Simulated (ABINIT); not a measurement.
# CsLiMoO4 (F-43m): modes at Γ and the response to a field, part 2 of 3

Which modes does CsLiMoO4 (F-43m) have at the zone centre?

ABINIT 10.8.3; DFT LDA, scalar-relativistic, plane waves, PseudoDojo norm-conserving pseudopotentials.

So far. Step 3 (Relaxation): The volume changes by -4.9 % in this run and stands -4.9 % from the first cell. Step 4 (Ground state): The cell stands at -0.61 GPa: the relaxation ran with a smoothed and higher cutoff and on another k mesh. The relaxed cell has a = 8.252 Å (conventional setting).

**6. Linear response at Γ**

The derivative of the wavefunctions by k comes first, since the response to a field is built on it; then the field and the displacements that symmetry doesn't supply are solved at q = 0.

It reads the wavefunctions written in step 4.

dfpt_gamma.abi

```
ndtset 2

# common to the responses
getwfk_filepath "gso_WFK"
kptopt 2
nqpt 1
qpt 0.0 0.0 0.0
asr 0
chneut 0

# d/dk
rfelfd1 2
rfdir1 1 1 1
iscf1 -3
tolwfr1 1.0d-20

# displacements, field
rfphon2 1
rfatpol2 1 7
rfdir2 1 1 1
rfelfd2 3
getddk2 1
tolvrs2 1.0d-10
prtwf2 0

# basis, mesh and filling
ecut 36.0
ngkpt 3 3 3
nshiftk 4
shiftk 
    0.5 0.5 0.5
    0.5 0.0 0.0
    0.0 0.5 0.0
    0.0 0.0 0.5
istwfk *1
occopt 1
nband 25
nstep 100
diemac 9.0
prtebands 0
prtgsr 0
useylm 1

# cell and atoms
acell 11.02627651 11.02627651 11.02627651
rprim 
    0.0 0.7071067812 0.7071067812
    0.7071067812 0.0 0.7071067812
    0.7071067812 0.7071067812 0.0
ntypat 4
znucl 55 3 42 8
natom 7
typat 1 2 3 4 4 4 4
xred 
    0.75 0.75 0.75
    0.5 0.5 0.5
    0.25 0.25 0.25
    0.8818496051 0.3727167983 0.3727167983
    0.3727167983 0.3727167983 0.8818496051
    0.3727167983 0.8818496051 0.3727167983
    0.3727167983 0.3727167983 0.3727167983
pp_dirpath "./pseudo"
pseudos "Cs.upf, Li.upf, Mo.upf, O.upf"
```

Command:

```bash
$ OMP_NUM_THREADS=1 mpirun -n 4 abinit dfpt_gamma.abi > dfpt_gamma.log
```

Numbers of over 12 decimals in the logs are rounded to 6 here.

dfpt_gamma.abo, the main output file:

```text
[banners, grids, parts of the stress and lines that vanish by symmetry left out]
- input  file    -> dfpt_gamma.abi
- output file    -> dfpt_gamma.abo
- root for input  files -> dfpt_gammai
[...]
DATASET    1 : space group F-4 3 m (#216); Bravais cF (face-center cubic)
[...]
nfft =      216000          nkpt =          56
[...]
DATASET    2 : space group F-4 3 m (#216); Bravais cF (face-center cubic)
[...]
nfft =      216000          nkpt =          56
[...]
== DATASET  1 ==================================================================
[...]
cutoff_energies: {ecut:  36.0, pawecutdg:  -1.0, }
[...]
-  8.00000   6.00000  201201                  znucl, zion, pspdat
[...]
Perturbation : derivative vs k along direction   1
[...]
-ETOT  1  -24.880740616857     -2.488E+01 1.098E-01 0.000E+00
 ETOT  2  -25.237017637652     -3.563E-01 7.149E-03 0.000E+00
 ETOT  3  -25.254829485039     -1.781E-02 3.045E-04 0.000E+00
 ETOT  4  -25.256156482553     -1.327E-03 4.225E-05 0.000E+00
 ETOT  5  -25.256271059380     -1.146E-04 2.481E-06 0.000E+00
[...]
At SCF step   21   max residual=  1.00E-20 < tolwfr=  1.00E-20 =>converged.
[...]
Perturbation : derivative vs k along direction   2
[...]
-ETOT  1  -24.880740616515     -2.488E+01 1.098E-01 0.000E+00
[...]
At SCF step   21   max residual=  1.00E-20 < tolwfr=  1.00E-20 =>converged.
[...]
Perturbation : derivative vs k along direction   3
[...]
-ETOT  1  -24.880740616173     -2.488E+01 1.098E-01 0.000E+00
[...]
At SCF step   21   max residual=  1.00E-20 < tolwfr=  1.00E-20 =>converged.
[...]
1        1       1.1103585330   -0.0000000000
     1        2       0.5551792665    0.0000000000
     1        3       0.5551792665   -0.0000000000
     2        1       0.5551792665    0.0000000000
     2        2       1.1103585330    0.0000000000
     2        3       0.5551792665    0.0000000000
     3        1       0.5551792665   -0.0000000000
     3        2       0.5551792665    0.0000000000
     3        3       1.1103585330   -0.0000000000
[...]
== DATASET  2 ==================================================================
[...]
cutoff_energies: {ecut:  36.0, pawecutdg:  -1.0, }
[...]
Perturbation : displacement of atom   1   along direction   1
[...]
-ETOT  1   1.245673     -1.197E+03 2.464E+00 3.551E+02
[...]
At SCF step   17       vres2   =  6.12E-11 < tolvrs=  1.00E-10 =>converged.
[...]
Perturbation : displacement of atom   2   along direction   1
[...]
-ETOT  1   13.846059495843     -4.155E+03 4.632E+01 1.689E+04
[...]
At SCF step   18       vres2   =  3.89E-11 < tolvrs=  1.00E-10 =>converged.
[...]
Perturbation : displacement of atom   3   along direction   1
[...]
-ETOT  1   108.74329800492     -9.182E+03 4.622E+01 9.655E+04
[...]
At SCF step   21       vres2   =  2.62E-11 < tolvrs=  1.00E-10 =>converged.
[...]
Perturbation : displacement of atom   4   along direction   1
[...]
-ETOT  1   50.102137076578     -7.330E+03 1.931E+00 2.570E+04
[...]
At SCF step   23       vres2   =  5.41E-11 < tolvrs=  1.00E-10 =>converged.
[...]
Perturbation : displacement of atom   4   along direction   2
[...]
-ETOT  1   13.427770987117     -7.291E+03 2.248E+00 1.184E+04
[...]
At SCF step   21       vres2   =  8.40E-11 < tolvrs=  1.00E-10 =>converged.
[...]
Perturbation : homogeneous electric field along direction   1
[...]
-ETOT  1  -4.601263     -4.601E+00 8.664E-01 2.505E+05
[...]
ETOT 21  -61.062722533266     -9.237E-14 1.022E-15 3.199E-10
 ETOT 22  -61.062722533266     -9.237E-14 6.386E-16 3.600E-11
 At SCF step   22       vres2   =  3.60E-11 < tolvrs=  1.00E-10 =>converged.
[...]
Dielectric tensor, in cartesian coordinates,
[...]
1    9   1    9         2.6619622352        -0.0000000000
   1    9   2    9         0.0000000000        -0.0000000000
   1    9   3    9        -0.0000000000        -0.0000000000
   2    9   1    9         0.0000000000        -0.0000000000
   2    9   2    9         2.6619622352        -0.0000000000
   2    9   3    9        -0.0000000000        -0.0000000000
   3    9   1    9        -0.0000000000        -0.0000000000
   3    9   2    9         0.0000000000        -0.0000000000
   3    9   3    9         2.6619622352        -0.0000000000
  Effective charges, in cartesian coordinates,
[...]
1    1   1    9         1.3338840335         0.0000000000
   2    1   1    9        -0.0000000000         0.0000000000
   3    1   1    9         0.0000000000         0.0000000000
   1    2   1    9         1.3530501545         0.0000000000
   2    2   1    9         0.0000000000         0.0000000000
[...]
Effective charges, in cartesian coordinates,
[...]
2    9   1    7        -0.7256611710         0.0000000000
   3    9   1    7        -0.7256611710         0.0000000000
   1    9   2    7        -0.7256611710         0.0000000000
   2    9   2    7        -1.4972599426         0.0000000000
   3    9   2    7        -0.7256611710         0.0000000000
   1    9   3    7        -0.7256611710         0.0000000000
   2    9   3    7        -0.7256611710         0.0000000000
   3    9   3    7        -1.4972599426         0.0000000000
  Phonon wavevector (reduced coordinates) :  0.00000  0.00000  0.00000
 Phonon energies in Hartree :
[...]
Phonon frequencies in cm-1    :
- -9.520255E+01 -9.520255E+01 -9.520255E+01  5.833383E-01  5.833386E-01
-  5.833394E-01  3.834381E+01  3.834381E+01  3.834381E+01  2.946649E+02
-  2.946649E+02  3.232529E+02  3.232529E+02  3.232529E+02  5.246778E+02
-  5.246778E+02  5.246778E+02  8.929235E+02  8.929235E+02  8.929235E+02
-  9.740979E+02
  Phonon at Gamma, with non-analyticity in the
[...]
Phonon energies in Hartree :
[...]
Phonon frequencies in cm-1    :
- -9.520255E+01 -9.520255E+01 -9.520255E+01  5.833383E-01  5.833386E-01
-  5.833855E-01  3.834381E+01  3.834381E+01  6.736535E+01  2.946649E+02
-  2.946649E+02  3.232529E+02  3.232529E+02  3.349303E+02  5.246778E+02
-  5.246778E+02  5.417636E+02  8.929235E+02  8.929235E+02  9.634091E+02
-  9.740979E+02
  Phonon at Gamma, with non-analyticity in the
[...]
Phonon energies in Hartree :
[...]
Phonon frequencies in cm-1    :
- -9.520255E+01 -9.520255E+01 -9.520255E+01  5.833383E-01  5.833394E-01
-  5.833847E-01  3.834381E+01  3.834381E+01  6.736535E+01  2.946649E+02
-  2.946649E+02  3.232529E+02  3.232529E+02  3.349303E+02  5.246778E+02
-  5.246778E+02  5.417636E+02  8.929235E+02  8.929235E+02  9.634091E+02
-  9.740979E+02
  Phonon at Gamma, with non-analyticity in the
[...]
Phonon energies in Hartree :
[...]
Phonon frequencies in cm-1    :
- -9.520255E+01 -9.520255E+01 -9.520255E+01  5.833386E-01  5.833394E-01
-  5.833844E-01  3.834381E+01  3.834381E+01  6.736535E+01  2.946649E+02
-  2.946649E+02  3.232529E+02  3.232529E+02  3.349303E+02  5.246778E+02
-  5.246778E+02  5.417636E+02  8.929235E+02  8.929235E+02  9.634091E+02
-  9.740979E+02
[...]
fcart2     0.0000000000E+00  0.0000000000E+00  0.0000000000E+00
           strten2     0.0000000000E+00  0.0000000000E+00  0.0000000000E+00
================================================================================
```

Wall time 31 min (4 MPI ranks of Arm Neoverse V2, shared host); 2.1 h of CPU time.

This step gave:

- miss of the charge sum rule: 0.001501 e
- largest acoustic frequency at the zone centre before the sum rule: 0.58 cm⁻¹
- highest optical zone-centre mode (no LO-TO term): 974.1 cm⁻¹
- lowest optical zone-centre mode: -95.2 cm⁻¹
- mean high-frequency dielectric constant: 2.662
- largest Born charge in size (third of the trace): 3.301 e

Born charge (rows field, columns displacement), before the sum rule (e), principal values of the symmetric part by kind of site:

| atom | atoms with these values | low | middle | high | mean |
| --- | --- | --- | --- | --- | --- |
| Cs1 | 1 | 1.33 | 1.33 | 1.33 | 1.33 |
| Li2 | 1 | 1.35 | 1.35 | 1.35 | 1.35 |
| Mo3 | 1 | 3.30 | 3.30 | 3.30 | 3.30 |
| O4 | 4 | -2.95 | -0.77 | -0.77 | -1.50 |

In full for Cs1:

```
1.33 0.00 0.00
0.00 1.33 0.00
0.00 0.00 1.33
```

High-frequency dielectric tensor:

```
2.66 0.00 0.00
0.00 2.66 0.00
0.00 0.00 2.66
```

The acoustic modes at Γ come out as far as 0.6 cm⁻¹ from zero, where they should vanish, a small numerical error; the Born charges miss their sum rule by 0.0015 e, which is good. The lowest optical mode is imaginary, 95i cm⁻¹, an instability at this level and on this k mesh.

**7. Modes with the sum rule**

anaddb reads the merged derivatives, imposes the acoustic sum rule and charge neutrality, and adds the LO-TO term along chosen directions.

anaddb.abi

```
ddb_filepath "gamma_DDB"
output_file "anaddb.abo"
outdata_prefix "anaddb"
asr 1
chneut 1
enunit 2
eivec 1
nph1l 1
qph1l 0.0 0.0 0.0 1.0
dieflag 2
nph2l 3
qph2l 
    1.0 0.0 0.0 0.0
    0.0 0.0 1.0 0.0
    1.0 1.0 1.0 0.0
```

mrgddb.in

```
gamma_DDB
merged
2
dfpt_gammao_DS2_DDB
gso_DDB
```

Command:

```bash
$ mrgddb < mrgddb.in > mrgddb.log
$ OMP_NUM_THREADS=1 anaddb anaddb.abi > anaddb.log
```

anaddb.abo, the main output file:

```text
[banners, grids, parts of the stress and lines that vanish by symmetry left out]
-outvars_anaddb: echo values of input variables ----------------------

 Flags :
[...]
Dielectric Tensor and Effective Charges
[...]
Effective charge tensors after
[...]
Phonon wavevector (reduced coordinates) :  0.00000  0.00000  0.00000
 Phonon energies in Hartree :
[...]
Phonon energies in meV     :
- -1.180573E+01 -1.180573E+01 -1.180573E+01  0.000000E+00  0.000000E+00
-  0.000000E+00  4.753409E+00  4.753409E+00  4.753409E+00  3.653311E+01
-  3.653311E+01  4.007783E+01  4.007783E+01  4.007783E+01  6.505173E+01
-  6.505173E+01  6.505173E+01  1.107085E+02  1.107085E+02  1.107085E+02
-  1.207729E+02
 Phonon frequencies in cm-1    :
- -9.521965E+01 -9.521965E+01 -9.521965E+01  0.000000E+00  0.000000E+00
-  0.000000E+00  3.833883E+01  3.833883E+01  3.833883E+01  2.946594E+02
-  2.946594E+02  3.232495E+02  3.232495E+02  3.232495E+02  5.246776E+02
-  5.246776E+02  5.246776E+02  8.929244E+02  8.929244E+02  8.929244E+02
-  9.740990E+02
 Phonon frequencies in Thz     :
- -2.854613E+00 -2.854613E+00 -2.854613E+00  0.000000E+00  0.000000E+00
-  0.000000E+00  1.149369E+00  1.149369E+00  1.149369E+00  8.833666E+00
-  8.833666E+00  9.690776E+00  9.690776E+00  9.690776E+00  1.572944E+01
-  1.572944E+01  1.572944E+01  2.676920E+01  2.676920E+01  2.676920E+01
-  2.920275E+01
 Phonon energies in Kelvin  :
- -1.369998E+02 -1.369998E+02 -1.369998E+02  0.000000E+00  0.000000E+00
-  0.000000E+00  5.516102E+01  5.516102E+01  5.516102E+01  4.239491E+02
-  4.239491E+02  4.650839E+02  4.650839E+02  4.650839E+02  7.548940E+02
-  7.548940E+02  7.548940E+02  1.284719E+03  1.284719E+03  1.284719E+03
-  1.401511E+03
[...]
-  1  0.00000000E+00  0.00000000E+00  0.00000000E+00
-     0.00000000E+00  0.00000000E+00  0.00000000E+00
-  2  0.00000000E+00  0.00000000E+00  0.00000000E+00
-     0.00000000E+00  0.00000000E+00  0.00000000E+00
-  3  0.00000000E+00  0.00000000E+00  0.00000000E+00
-     0.00000000E+00  0.00000000E+00  0.00000000E+00
-  4  1.49256008E-07 -2.07053435E-03  2.07068361E-03
-     0.00000000E+00  0.00000000E+00  0.00000000E+00
-  5 -7.15099818E-07  2.07053435E-03  2.06981925E-03
-     0.00000000E+00  0.00000000E+00  0.00000000E+00
-  6  7.15099824E-07 -2.06996851E-03 -2.07068361E-03
-     0.00000000E+00  0.00000000E+00  0.00000000E+00
-  7 -1.49256001E-07  2.06996851E-03 -2.06981925E-03
-     0.00000000E+00  0.00000000E+00  0.00000000E+00
[...]
-  1  0.00000000E+00  0.00000000E+00  0.00000000E+00
-     0.00000000E+00  0.00000000E+00  0.00000000E+00
-  2  0.00000000E+00  0.00000000E+00  0.00000000E+00
-     0.00000000E+00  0.00000000E+00  0.00000000E+00
-  3  0.00000000E+00  0.00000000E+00  0.00000000E+00
-     0.00000000E+00  0.00000000E+00  0.00000000E+00
-  4  2.06982840E-03  0.00000000E+00  2.06981917E-03
-     0.00000000E+00  0.00000000E+00  0.00000000E+00
-  5 -2.07067442E-03  0.00000000E+00 -2.07068364E-03
-     0.00000000E+00  0.00000000E+00  0.00000000E+00
-  6  2.07067442E-03  8.55245932E-07 -2.06981917E-03
-     0.00000000E+00  0.00000000E+00  0.00000000E+00
-  7 -2.06982840E-03 -8.55245953E-07  2.07068364E-03
-     0.00000000E+00  0.00000000E+00  0.00000000E+00
[...]
-  4  1.59618518E-03  1.42904652E-03  1.42937371E-03
-     0.00000000E+00  0.00000000E+00  0.00000000E+00
-  5  1.59624877E-03 -1.42911754E-03  1.42931012E-03
-     0.00000000E+00  0.00000000E+00  0.00000000E+00
-  6  1.59593963E-03  1.42929207E-03 -1.42909949E-03
-     0.00000000E+00  0.00000000E+00  0.00000000E+00
-  7  1.59600322E-03 -1.42936309E-03 -1.42903590E-03
-     0.00000000E+00  0.00000000E+00  0.00000000E+00
[...]
-  1  0.00000000E+00  0.00000000E+00  1.51736279E-05
-     0.00000000E+00  0.00000000E+00  0.00000000E+00
-  2 -1.02034603E-06 -7.65719340E-07 -8.58121544E-03
-     0.00000000E+00  0.00000000E+00  0.00000000E+00
[...]
Phonon at Gamma, with non-analyticity in the
[...]
Phonon energies in Hartree :
[...]
Phonon energies in meV     :
- -1.180573E+01 -1.180573E+01 -1.180573E+01  0.000000E+00  0.000000E+00
-  0.000000E+00  4.753409E+00  4.753409E+00  8.350271E+00  3.653311E+01
-  3.653311E+01  4.007783E+01  4.007783E+01  4.152519E+01  6.505173E+01
-  6.505173E+01  6.717086E+01  1.107085E+02  1.107085E+02  1.194470E+02
-  1.207729E+02
 Phonon frequencies in cm-1    :
[...]
-  9.740990E+02
 Phonon frequencies in Thz     :
[...]
-  2.920275E+01
 Phonon energies in Kelvin  :
[...]
-  1.401511E+03
[...]
Phonon at Gamma, with non-analyticity in the
[...]
Phonon energies in Hartree :
[...]
Phonon energies in meV     :
[...]
Phonon frequencies in cm-1    :
[...]
Phonon frequencies in Thz     :
[...]
Phonon energies in Kelvin  :
[...]
Phonon at Gamma, with non-analyticity in the
[...]
Phonon energies in Hartree :
[...]
Phonon energies in meV     :
[...]
Phonon frequencies in cm-1    :
[...]
Phonon frequencies in Thz     :
[...]
-  2.920275E+01
 Phonon energies in Kelvin  :
[...]
-  4.239491E+02  4.650839E+02  4.650839E+02  4.818798E+02  7.548940E+02
-  7.548940E+02  7.794855E+02  1.284719E+03  1.284719E+03  1.386125E+03
-  1.401511E+03
[...]
-  6  1.68121440E-03 -1.65763514E-03  1.58582745E-03
-     0.00000000E+00  0.00000000E+00  0.00000000E+00
-  7  7.18076944E-05 -4.82284364E-05 -2.35792580E-05
-     0.00000000E+00  0.00000000E+00  0.00000000E+00
[...]
;  7  1.69035327E-03  1.69035327E-03  1.69035327E-03
;     0.00000000E+00  0.00000000E+00  0.00000000E+00
-
```

The job ended after 0.52 s (1 thread).

Read from the output:

- lowest optical zone-centre mode: -95.22 cm⁻¹
- highest mode moved by the LO-TO term: 963.4 cm⁻¹

No LO-TO term; unit eigenvectors of the mass-weighted matrix, from anaddb's displacements. Modes at Γ, with each element's share of the kinetic energy (negative means imaginary):

| mode | frequency (cm⁻¹) | symmetry | Cs % | Li % | Mo % | O % |
| --- | --- | --- | --- | --- | --- | --- |
| 1 | -95.2 | T1 | 0 | 0 | 0 | 100 |
| 2 | -95.2 | T1 | 0 | 0 | 0 | 100 |
| 3 | -95.2 | T1 | 0 | 0 | 0 | 100 |
| 4 | 0.0 | acoustic | 44 | 2 | 32 | 21 |
| 5 | 0.0 | acoustic | 44 | 2 | 32 | 21 |
| 6 | 0.0 | acoustic | 44 | 2 | 32 | 21 |
| 7 | 38.3 | T2 | 56 | 1 | 23 | 20 |
| 8 | 38.3 | T2 | 56 | 1 | 23 | 20 |
| 9 | 38.3 | T2 | 56 | 1 | 23 | 20 |
| 10 | 294.7 | E | 0 | 0 | 0 | 100 |
| 11 | 294.7 | E | 0 | 0 | 0 | 100 |
| 12 | 323.2 | T2 | 0 | 2 | 21 | 77 |
| 13 | 323.2 | T2 | 0 | 2 | 21 | 77 |
| 14 | 323.2 | T2 | 0 | 2 | 21 | 77 |
| 15 | 524.7 | T2 | 0 | 93 | 7 | 0 |
| 16 | 524.7 | T2 | 0 | 93 | 7 | 0 |
| 17 | 524.7 | T2 | 0 | 93 | 7 | 0 |
| 18 | 892.9 | T2 | 0 | 1 | 17 | 82 |
| 19 | 892.9 | T2 | 0 | 1 | 17 | 82 |
| 20 | 892.9 | T2 | 0 | 1 | 17 | 82 |
| 21 | 974.1 | A1 | 0 | 0 | 0 | 100 |

Displacements in mode 3 (-95.2 cm⁻¹), the largest set to 1:
```
Cs1  0.00  0.00  0.00
Li2  0.00  0.00  0.00
Mo3  0.00  0.00  0.00
O4   1.00  1.00  0.00
O5   1.00 -1.00  0.00
O6  -1.00 -1.00  0.00
O7  -1.00  1.00  0.00
```

Displacements in mode 8 (38.3 cm⁻¹), the largest set to 1:
```
Cs1  0.00 -1.00  0.00
Li2  0.00  0.70  0.00
Mo3  0.00  0.76  0.00
O4   0.05  0.86 -0.05
O5  -0.05  0.86  0.05
O6   0.05  0.86  0.05
O7  -0.05  0.86 -0.05
```

With imaginary modes the relaxed-ion tensors have no meaning and are not tabulated.

The rule moves no optical mode by more than 0.1 cm⁻¹.

(Part 2 of 3 ends here.)

[Host names and launcher messages were left out of these logs when they were recorded.]

[Logs are printed without paths, hosts, clocks, repeated set-up lines and the standing remarks that a program may print on its own settings, such as how far it seeks lower states.]

[Hosts, paths, dates, database ids (printed as entryN), source tags and the programs' standing remarks are cut or masked in the printed files.]
